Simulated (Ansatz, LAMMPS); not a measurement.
# Convergence of a linear-scaling basis for glassy 40SiO2-28Al2O3-16Li2O-16SrO (mol %) (85 atoms)

Wanted: errors and times of a linear-scaling basis for glassy 40SiO2-28Al2O3-16Li2O-16SrO (mol %) (85 atoms). A setting counts as converged where the r.m.s. difference of forces stays under 1 % of the r.m.s. force.

Calculated with Ansatz 0.2.0; Kohn-Sham DFT, PBE, PAW (set soft_2), plane waves.

## 1. The starting structure

The cell holds 85 atoms: 10 Si, 14 Al, 8 Li, 4 Sr and 49 O. Cell: a = 10.152 Å, b = 10.152 Å, c = 10.152 Å, α = 90.0°, β = 90.0°, γ = 90.0°. 85 atoms (10 Si, 14 Al, 8 Li, 4 Sr, 49 O) placed at random at 2.93 g/cm³, melted at 4000 K for 10 ps at fixed volume with the Morse and Coulomb pair potential with partial charges (Pedone, Malavasi, Menziani, Cormack and Segre, J. Phys. Chem. B 110, 11780 (2006)). Quenched from 4000 K to 300 K at 6 K/ps and fixed volume, held 5 ps, then minimised at fixed cell.

What the set-up can't give: The quench rate of 6 K/ps is many orders above laboratory rates, so the cell is likely richer in defects and strain than a real sample. The starting topology of bonds comes from the classical model, and needn't be the one that DFT or experiment would give. The Brillouin zone is sampled at Γ only, in a cell whose shortest periodic width is 10 Å.

## 2. How the cell was made

A classical potential supplies the starting structure, since it reaches far longer times than DFT.

This step: classical MD, Morse and Coulomb pair potential with partial charges (Pedone, Malavasi, Menziani, Cormack and Segre, J. Phys. Chem. B 110, 11780 (2006)) (LAMMPS 22 Jul 2025 - Update 4).

in.lmp

```
# melt-quench of Si10Al14Li8Sr4O49
units metal
atom_style charge
boundary p p p
region box block 0 10.1517 0 10.1517 0 10.1517
create_box 5 box
mass 1 28.0850   # Si
mass 2 26.9815   # Al
mass 3 6.9400   # Li
mass 4 87.6200   # Sr
mass 5 15.9990   # O
create_atoms 1 random 10 433863 NULL overlap 1.5 maxtry 2000
create_atoms 2 random 14 433870 NULL overlap 1.5 maxtry 2000
create_atoms 3 random 8 433877 NULL overlap 1.5 maxtry 2000
create_atoms 4 random 4 433884 NULL overlap 1.5 maxtry 2000
create_atoms 5 random 49 433891 NULL overlap 1.5 maxtry 2000
pair_style hybrid/overlay pedone 5.5 coul/long 8.0
pair_coeff * * coul/long
pair_coeff 1 5 pedone 0.340554 2.006700 2.100000 1   # Si-O
pair_coeff 2 5 pedone 0.361581 1.900442 2.164818 0.9   # Al-O
pair_coeff 3 5 pedone 0.001114 3.429506 2.681360 1   # Li-O
pair_coeff 4 5 pedone 0.019623 1.886000 3.328330 3   # Sr-O
pair_coeff 5 5 pedone 0.042395 1.379316 3.618701 22   # O-O
set type 1 charge 2.4
set type 2 charge 1.8
set type 3 charge 0.6
set type 4 charge 1.2
set type 5 charge -1.2
kspace_style pppm 1.0e-4
neigh_modify delay 0 every 1 check yes
thermo_style custom step time temp pe press density
thermo_modify norm yes
timestep 0.002
thermo 100
# [... 18 lines left out ...]
thermo 1250
fix md all nvt temp 300 300 0.2
run 2500 post no
unfix md
thermo 100
min_style cg
minimize 0 1e-3 2000 20000
write_dump all custom glass.dump id type xs ys zs modify sort id
```

Launch:

```
> lmp -in in.lmp -log none -nocite
```

What it wrote:

```text
LAMMPS (22 Jul 2025 - Update 4)
Created orthogonal box = (0 0 0) to (10.1517 10.1517 10.1517)
Created 10 atoms
Created 14 atoms
Created 8 atoms
Created 4 atoms
Created 49 atoms
PPPM initialization ...
  G vector (1/distance) = 0.37204478
  grid = 10 10 10
  estimated relative force accuracy = 8.6728195e-05
   Step          Time           Temp          PotEng         Press         Density
         0   0              0             -3.8035696      621667.06      2.9340132
        99   0.198          0             -12.95041      -2649.6135      2.9340132
Loop time of 0.0624646 s on 1 MPI rank(s) for 99 steps with 85 atoms
Minimization stats:
  Stopping criterion = energy tolerance
  Energy initial, next-to-last, final =
      -3.8035695792554   -12.949484959975  -12.9504100481255
  Force two-norm initial, final = 258.4999 1.5844824
  Iterations, force evaluations = 99 129
   Step          Time           Temp          PotEng         Press         Density
         0   0              4000          -12.95041       41691.51       2.9340132
       500   1              1914.7494     -12.74045      -14984.913      2.9340132
      1000   2              1731.9708     -12.768488     -33061.576      2.9340132
Loop time of 0.363276 s on 1 MPI rank(s) for 1000 steps with 85 atoms
[... 3 lines left out ...]
      2499   4.998          3908.3826     -12.489827      72495.294      2.9340132
      3332   6.664          3625.7392     -12.50968       62306.687      2.9340132
      4165   8.33           4344.6752     -12.386004      47579.787      2.9340132
      4998   9.996          4234.1659     -12.461467      61490.473      2.9340132
      5831   11.662         4776.9913     -12.368349      79246.593      2.9340132
[... 1 line left out ...]
Loop time of 1.95904 s on 1 MPI rank(s) for 5000 steps with 85 atoms
   Step          Time           Temp          PotEng         Press         Density
[... 12 lines left out ...]
Loop time of 114.611 s on 1 MPI rank(s) for 308333 steps with 85 atoms
   Step          Time           Temp          PotEng         Press         Density
[... 2 lines left out ...]
    316250   632.5          355.4494      -13.058322     -14955.134      2.9340132
    316833   633.666        333.64926     -13.055865     -11460.539      2.9340132
Loop time of 0.840095 s on 1 MPI rank(s) for 2500 steps with 85 atoms
   Step          Time           Temp          PotEng         Press         Density
    316833   633.666        333.64926     -13.055865     -11460.539      2.9340132
    316845   633.69         333.64926     -13.095472     -20108.654      2.9340132
Loop time of 0.027005 s on 1 MPI rank(s) for 12 steps with 85 atoms
Minimization stats:
  Stopping criterion = linesearch alpha is zero
  Energy initial, next-to-last, final =
     -13.0558654731722  -13.0954724522181  -13.0954724522181
  Force two-norm initial, final = 11.697141 0.77063655
  Iterations, force evaluations = 12 59
```

Wall time 2 min (1 thread of Arm Neoverse V1, shared host); peak memory 0.07 GiB.

## 3. Plane-wave single point

This run is the reference for what follows, at a cutoff of 420 eV.

input.yaml

```yaml
crystal:
  lattice:
    - [10.1517, 0.0, 0.0]
    - [0.0, 10.1517, 0.0]
    - [0.0, 0.0, 10.1517]
  atoms:
    - { symbol: Si, position: [0.60666, 0.44243, 0.51993] }
    - { symbol: Si, position: [0.16308, 0.00506, 0.88702] }
    - { symbol: Si, position: [0.7958, 0.18236, 0.75896] }
    - { symbol: Si, position: [0.51736, 0.11611, 0.27874] }
    - { symbol: Si, position: [0.5731, 0.64883, 0.31082] }
    - { symbol: Si, position: [0.59902, 0.33502, 0.93028] }
    - { symbol: Si, position: [0.89203, 0.3748, 0.40271] }
    - { symbol: Si, position: [0.05213, 0.85673, 0.34896] }
    - { symbol: Si, position: [0.26827, 0.30692, 0.28812] }
    - { symbol: Si, position: [0.24946, 0.70307, 0.62635] }
    - { symbol: Al, position: [0.99414, 0.85092, 0.65499] }
    - { symbol: Al, position: [0.9398, 0.50138, 0.99375] }
    - { symbol: Al, position: [0.76647, 0.1325, 0.45214] }
    - { symbol: Al, position: [0.05951, 0.09879, 0.1729] }
    - { symbol: Al, position: [0.37004, 0.74805, 0.9086] }
    - { symbol: Al, position: [0.31094, 0.28664, 0.87491] }
    - { symbol: Al, position: [0.21876, 0.52896, 0.09004] }
    - { symbol: Al, position: [0.41928, 0.96212, 0.55096] }
    - { symbol: Al, position: [0.35441, 0.25909, 0.58821] }
    - { symbol: Al, position: [0.82482, 0.26448, 0.13085] }
    - { symbol: Al, position: [0.70717, 0.84701, 0.53416] }
    - { symbol: Al, position: [0.27795, 0.61571, 0.35785] }
    - { symbol: Al, position: [0.63251, 0.62543, 0.99315] }
    - { symbol: Al, position: [0.04314, 0.29749, 0.87076] }
    - { symbol: Li, position: [0.75087, 0.86062, 0.27832] }
    - { symbol: Li, position: [0.57561, 0.72161, 0.72098] }
    - { symbol: Li, position: [0.99021, 0.61334, 0.27657] }
    - { symbol: Li, position: [0.15855, 0.43024, 0.54744] }
    - { symbol: Li, position: [0.59724, 0.35794, 0.24039] }
    - { symbol: Li, position: [0.07052, 0.10021, 0.46713] }
    - { symbol: Li, position: [0.21097, 0.51527, 0.81401] }
    - { symbol: Li, position: [0.434, 0.5045, 0.71828] }
    - { symbol: Sr, position: [0.86363, 0.55723, 0.68588] }
    - { symbol: Sr, position: [0.86196, 0.89047, 0.01888] }
    - { symbol: Sr, position: [0.5371, 0.00607, 0.85142] }
    - { symbol: Sr, position: [0.32674, 0.88534, 0.18193] }
    - { symbol: O, position: [0.30351, 0.83755, 0.57098] }
    - { symbol: O, position: [0.56118, 0.88711, 0.61811] }
    - { symbol: O, position: [0.5669, 0.49947, 0.37191] }
    - { symbol: O, position: [0.06573, 0.94295, 0.78296] }
    - { symbol: O, position: [0.64645, 0.18793, 0.33568] }
    - { symbol: O, position: [0.15394, 0.23739, 0.20788] }
    - { symbol: O, position: [0.73942, 0.14573, 0.62005] }
    - { symbol: O, position: [0.62249, 0.65051, 0.16198] }
    - { symbol: O, position: [0.47098, 0.24612, 0.90027] }
    - { symbol: O, position: [0.54316, 0.75511, 0.91508] }
    - { symbol: O, position: [0.09918, 0.00042, 0.03173] }
    - { symbol: O, position: [0.70734, 0.30869, 0.81682] }
    - { symbol: O, position: [0.02445, 0.90246, 0.49664] }
    - { symbol: O, position: [0.93794, 0.32177, 0.00917] }
    - { symbol: O, position: [0.26836, 0.46904, 0.25599] }
    - { symbol: O, position: [0.28152, 0.58559, 0.52481] }
    - { symbol: O, position: [0.12115, 0.98774, 0.28979] }
    - { symbol: O, position: [0.37054, 0.10046, 0.64171] }
    - { symbol: O, position: [0.80172, 0.5951, 0.95794] }
    - { symbol: O, position: [0.25154, 0.40329, 0.9809] }
    - { symbol: O, position: [0.82881, 0.80208, 0.65015] }
    - { symbol: O, position: [0.93347, 0.8114, 0.25928] }
    - { symbol: O, position: [0.84617, 0.38626, 0.25344] }
    - { symbol: O, position: [0.28892, 0.35666, 0.71883] }
    - { symbol: O, position: [0.50393, 0.33358, 0.5561] }
    - { symbol: O, position: [0.32604, 0.66846, 0.7644] }
    - { symbol: O, position: [0.77494, 0.06849, 0.86337] }
    - { symbol: O, position: [0.75522, 0.97045, 0.43134] }
    - { symbol: O, position: [0.55235, 0.48457, 0.93428] }
    - { symbol: O, position: [0.42341, 0.69633, 0.31573] }
    - { symbol: O, position: [0.29878, 0.91588, 0.9] }
    - { symbol: O, position: [0.09633, 0.70722, 0.66019] }
    - { symbol: O, position: [0.05332, 0.56106, 0.09937] }
    - { symbol: O, position: [0.25377, 0.28483, 0.4455] }
    - { symbol: O, position: [0.00208, 0.47404, 0.44] }
    - { symbol: O, position: [0.15497, 0.73234, 0.33684] }
    - { symbol: O, position: [0.40948, 0.23929, 0.24958] }
    - { symbol: O, position: [0.53214, 0.0256, 0.15399] }
    - { symbol: O, position: [0.30181, 0.67055, 0.04159] }
    - { symbol: O, position: [0.18097, 0.16884, 0.87643] }
    - { symbol: O, position: [0.5996, 0.55368, 0.62998] }
    - { symbol: O, position: [0.66466, 0.72965, 0.40767] }
    - { symbol: O, position: [0.91808, 0.22091, 0.4293] }
    - { symbol: O, position: [0.02942, 0.46923, 0.84251] }
    - { symbol: O, position: [0.66891, 0.30145, 0.06686] }
    - { symbol: O, position: [0.44854, 0.02621, 0.39253] }
    - { symbol: O, position: [0.94483, 0.22947, 0.75315] }
    - { symbol: O, position: [0.76203, 0.40629, 0.49909] }
    - { symbol: O, position: [0.8924, 0.11487, 0.1638] }
kpoints:
  mp_grid: { grid: [1, 1, 1] }
hamiltonian:
  xc: pbe
scf:
  occupations: { method: fixed }
output:
  forces: true
  stress: true
  populations: true
  dos:
    method: { smearing: { sigma: 0.1 } }
    de: 0.1
    projected: { site_lists: { Al: [Al], Li: [Li], O: [O], Si: [Si], Sr: [Sr] } }
  eigenvalues: true
  write_density: true
  write_potential: true
  volumetric_format: npy
  elf: true
```

Launch:

```
> ansatz run input.yaml --threads 4 --pin off --max-ram 8192MiB --backend cpu --events-out ev --progress --plain --runs-dir out
```

What it wrote:

```text
Engine: ansatz 0.2.0, aarch64-unknown-linux-gnu
Pseudopotentials: kind: paw
Pseudopotential: Si, paw, valence charge 4, recommended cutoff 420 eV (normal), Si.paw.azcp
Pseudopotential: Al, paw, valence charge 3, recommended cutoff 420 eV (normal), Al.paw.azcp
Pseudopotential: Li, paw, valence charge 3, recommended cutoff 420 eV (normal), Li.paw.azcp
Pseudopotential: Sr, paw, valence charge 10, recommended cutoff 420 eV (normal), Sr.paw.azcp
Pseudopotential: O, paw, valence charge 6, recommended cutoff 420 eV (normal), O.paw.azcp
[... 5 lines on functional and potentials left out ...]
Crystal: 85 atoms, lattice volume = 1046.204 Å³
Basis set: ecut = 420 eV, 20341 PW (Γ), exchange–correlation on 144×144×144 points (8 copies of the dense FFT grid, shifted against one another)
Bands: 305, of which v1, the nominal top of the filled ones, is band 220 counted from 1 (219 counted from 0)
Symmetry: 1 space group operations
Space group: P1 (ITA 1), of the structure as read, at distance tolerance 1.0e-4 Å
k-points: 1
[... 11 lines on functional and potentials left out ...]
Initial density: superposition of atomic densities (neutral atoms: chi_scale 0, normalization atom), corrected by the library's trained network
Initial wavefunctions: pseudopotential atomic-orbital guess
Functional: x = pbe(κ = 0.804, μ = 0.219515), c = pbe(β = 0.066725)
SCF iter   1: F=—  HF=-57611.676241 eV  |F-HF|=—  |Δ(HF+E_count)|=         —  Δρ=1.98e-3  dr2=6.41e-2  ethr=1.77e-3  ⟨swp⟩=5.0  Hψ=1162  notcnv=0  defer=83
preconditioner: auto → Resta (q_TF=auto, 2.362 Å⁻¹)  ε∞=3.2  [insulator: Δε(μ)=3.519 eV  Ē_g=15.621 eV  n_scr=250 (ndim 8)  ℏωp=23.4 eV  f_vac=0.063  ε∞_Penn≈3.2]
SCF iter   2: F=—  HF=-57611.680715 eV  |F-HF|=—  |Δ(HF+E_count)|=   4.47e-3  Δρ=1.07e-3  dr2=1.68e-2  ethr=1.46e-5  ⟨swp⟩=3.0  Hψ=494  notcnv=0  defer=83
SCF iter   3: F=—  HF=-57611.681902 eV  |F-HF|=—  |Δ(HF+E_count)|=   1.19e-3  Δρ=5.23e-4  dr2=4.42e-3  ethr=3.83e-6  ⟨swp⟩=3.0  Hψ=374  notcnv=0  defer=83
SCF iter   4: F=—  HF=-57611.681592 eV  |F-HF|=—  |Δ(HF+E_count)|=   3.10e-4  Δρ=1.57e-4  dr2=2.97e-4  ethr=1.00e-6  ⟨swp⟩=3.0  Hψ=369  notcnv=0  defer=83
SCF iter   5: F=—  HF=-57611.681680 eV  |F-HF|=—  |Δ(HF+E_count)|=   8.82e-5  Δρ=9.11e-5  dr2=7.63e-5  ethr=6.74e-8  ⟨swp⟩=2.0  Hψ=427  notcnv=0  defer=83
SCF iter   6: F=—  HF=-57611.683264 eV  |F-HF|=—  |Δ(HF+E_count)|=   1.58e-3  Δρ=3.68e-5  dr2=1.26e-5  ethr=1.73e-8  ⟨swp⟩=2.0  Hψ=512  notcnv=0  defer=82
SCF iter   7: F=—  HF=-57611.683265 eV  |F-HF|=—  |Δ(HF+E_count)|=   1.76e-6  Δρ=1.05e-5  dr2=1.24e-6  ethr=2.87e-9  ⟨swp⟩=2.0  Hψ=401  notcnv=0  defer=82
SCF iter   8: F=—  HF=-57611.683267 eV  |F-HF|=—  |Δ(HF+E_count)|=   1.36e-6  Δρ=8.81e-6  dr2=6.62e-7  ethr=2.81e-10  ⟨swp⟩=2.0  Hψ=432  notcnv=0  defer=83
SCF iter   9: F=-57611.683267 eV  HF=-57611.683267 eV  |F-HF|=2.43e-8  |Δ(HF+E_count)|=   4.04e-8  Δρ=1.63e-6  dr2=3.21e-8  ethr=2.27e-11  ⟨swp⟩=21.0  Hψ=3245  notcnv=0
SCF 1 converged in 9 iterations: F = -57611.683267 eV  dr2 = 3.21e-8
  greatest PAW one-centre occupation: 1.000 electrons in one spin orbital (limit 2), on the Li atom at site 30 (counted from 0), in its partial waves of l = 0
SCF converged after 9 iterations
Free energy (F): -57611.683267 eV
Harris-Foulkes:  -57611.683267 eV  (|F-HF|=2.43e-8)
Internal energy: -57611.683267 eV  (E = F + TS)
E sigma→0 (E₀):  -57611.683267 eV
Fermi energy:    4.493248 eV
--- Per-component energies (eV) ---
  E_band       = -2058.853131
  E_kinetic    = 10727.173903
  E_local      = -25932.348690  (includes V_loc(G=0)·N_el)
  E_nonlocal   = 3286.556276
  E_hartree    = 9164.552542
  E_xc         = -5566.736418
  E_vxc        = -6327.897182  (∫ρ·V_xc dr)
  E_paw        = -30409.354717  (= ΣΔE_a)
  E_vpaw       = -2141.559350  (= ΣTr[D̂ρ^β])
  E_aug_tail   = 0.124910  (compensation charges beyond the density's cutoff)
  E_ewald      = -18881.651072
  E_smearing   = -0.000000  (= −TS)
  E_closure    = -0.000000  (closes the sum)
  Σ components = -57611.683267   (vs F -57611.683267, Δ=0.00e0)
--- Forces (eV/Å), atoms counted from 1 ---
  atom   1  Si     0.35164625     1.00041347    -0.47561750
  atom   2  Si     0.39812074    -0.19567013     0.19134711
  atom   3  Si    -0.47223638     0.61752767     0.53976699
  atom   4  Si    -0.87102211    -0.21433573     1.27471793
  atom   5  Si     0.15948630    -0.67963082     1.02536300
  atom   6  Si     1.02390753    -0.16121237    -0.30368115
  atom   7  Si    -1.19281139    -0.72971343    -0.01395142
  atom   8  Si     0.00018885    -0.38357510     0.09670879
  atom   9  Si     0.73174838    -1.25512737     0.37213598
  atom  10  Si     0.21724457     1.35223262    -0.31075098
  atom  11  Al     0.59169211    -0.24979751    -0.27841467
  atom  12  Al     0.32388413    -1.02999219    -0.41434322
  atom  13  Al    -0.19885844     0.84816357     0.27918012
  atom  14  Al     0.34868179     0.37462462    -0.01860949
[...]
atom  84  O      0.33152174     0.00640836     0.72668833
  atom  85  O     -0.53405536    -1.72381745    -0.04677184
  max |Σ_I F_I| component: 1.04e-4 eV/Å
--- Stress (GPa, compression-positive) ---
        5.110083       1.958325      -0.708472
        1.958315       5.402441      -0.685162
       -0.708476      -0.685159       6.686073
  P = ⅓ Tr σ = 5.7329 GPa (57.329 kbar)
--- Band table (eV) ---
  k-point 0: bands = ["-39.8248", "-39.5083", "-39.4820", "-39.4473", [... 289 levels ...], "14.5349", "14.5874", "14.6670", "14.6987", "14.7172", "14.8033", "14.8456", "14.8839", "14.9472", "15.0445", "15.0592", "15.0769"]
--- Löwdin populations: 85 sites ---
  site symbol       q [e]
     0     Si      2.3163
     1     Si      2.2810
     2     Si      2.3250
[...]
84      O      6.9389
  spilling = 0.011162 (of n_electrons = 440.000000)
```

Wall time 17 s (4 threads of Arm Neoverse V1, shared host); peak memory 1.3 GiB.

The run gave:

| Quantity | Value |
| --- | --- |
| free energy | -57611.6833 eV |
| free energy per atom | -677.7845 eV/atom |
| SCF cycles | 9 |
| pressure | 5.733 GPa |
| r.m.s. force component | 0.7644 eV/Å |
| longest force | 3.136 eV/Å |
| Fermi energy | 4.493 eV |
| gap (highest filled to lowest empty level) | 3.449 eV |
| spilling of the projection | 0.01116 |

The r.m.s. force component of 0.76 eV/Å sets the scale for the differences below.

## 4. Support functions low

With localised support functions most steps grow linearly with size, though the diagonalisation grows faster unless the density matrix is cut; this run measures error and cost at this size.

This step: Kohn-Sham DFT, PBE, PAW (set soft_2), localised support functions (low) (Ansatz 0.2.0).

input.yaml, the sections that differ from step 3:

```yaml
scf:
  occupations: { method: fixed }
  eigensolver: { kind: { support_functions: { accuracy: low } } }
  max_iter: 150
output:
  forces: true
  eigenvalues: true
# crystal, kpoints, hamiltonian: as in step 3
```

What it wrote:

```text
Warning: scf.eigensolver.kind.support_functions: disabling space-group detection — the functions' gradient is summed over unrotated k-points, so no spatial operation reduces the k-mesh or symmetrises the density; time reversal is kept, so that k and −k are solved as one point where they differ and the mesh holds both, and exact exchange and, on two spinor components, a DFT+U term hold to it where the run has them: [...]
settings of this run that can trade accuracy for cost: scf.eigensolver.kind.support_functions; scf.eigensolver.kind.support_functions.accuracy: low [...]
[...]
Crystal: 85 atoms, lattice volume = 1046.204 Å³
Basis set: ecut = 420 eV, 20341 PW (Γ), exchange–correlation on 150×150×150 points (8 copies of the dense FFT grid, shifted against one another)
Bands: 264, of which v1, the nominal top of the filled ones, is band 220 counted from 1 (219 counted from 0)
Symmetry: 1 space group operations
k-points: 1
[...]
SCF iter   1: F=—  HF=-57605.244627 eV  |F-HF|=—  |Δ(HF+E_count)|=         —  Δρ=1.08e-1  dr2=1.38e2  ethr=1.00e-1
[...]
SCF iter  11: F=—  HF=-57612.050017 eV  |F-HF|=—  |Δ(HF+E_count)|=   2.18e-3  Δρ=4.91e-5  dr2=3.37e-5  ethr=3.52e-8  κ⁻¹=1.6e-5(r=7)
SCF iter  12: F=-57612.051655 eV  HF=-57612.051658 eV  |F-HF|=3.33e-6  |Δ(HF+E_count)|=   1.64e-3  Δρ=2.89e-5  dr2=1.07e-5  ethr=7.65e-9
SCF 1 converged in 12 iterations: F = -57612.068953 eV  dr2 = 1.07e-5
[...]
SCF converged after 12 iterations
Stability not checked: this state was not tested for a lower state beside it, because the mixer in use, unlike msr1, does not test its closes by its own steps (another_mixer; see scf.mixing.algorithm and scf.lower_state_search)
Free energy (F): -57612.068953 eV
[...]
Internal energy: -57612.068953 eV  (E = F + TS)
E sigma→0 (E₀):  -57612.068953 eV
Fermi energy:    4.492396 eV
[...]
Σ components = -57612.068953   (vs F -57612.068953, Δ=0.00e0)
--- Forces (eV/Å), atoms counted from 1 ---
  atom   1  Si     0.35188052     0.99993010    -0.47511584
  atom   2  Si     0.39910320    -0.19427271     0.19135990
  atom   3  Si    -0.47252864     0.61860352     0.53980022
  atom   4  Si    -0.87088878    -0.21420904     1.27567316
[...]
atom  85  O     -0.53531606    -1.72516565    -0.04813766
  max |Σ_I F_I| component: 1.87e-3 eV/Å
--- Band table (eV) ---
[...]
```

It took 1.9 min on 4 threads; peak memory 3.4 GiB.

The program notes that the band table was not solved further than the SCF left it and it switched symmetry off.

Keys that differ from the reference: support_functions.accuracy = "low" and scf.max_iter = 150.

Forces differ from the reference by 0.75 meV/Å r.m.s., 0.098 % of their size, well within a tolerance of 1 %; the energy by -4.5 meV/atom. It took roughly 6.6 times the reference's time (one timing each, with unlike analyses asked), in 12 cycles against 9.

(Part 1 of 2 ends here.)

[Long decimals in the printed logs are rounded to 6 places.]

[Logs are printed without paths, hosts, clocks, repeated set-up lines and the standing remarks that a program may print on its own settings, such as how far it seeks lower states.]

[Hosts, paths, dates, database ids (printed as entryN), source tags and the programs' standing remarks are cut or masked in the printed files.]
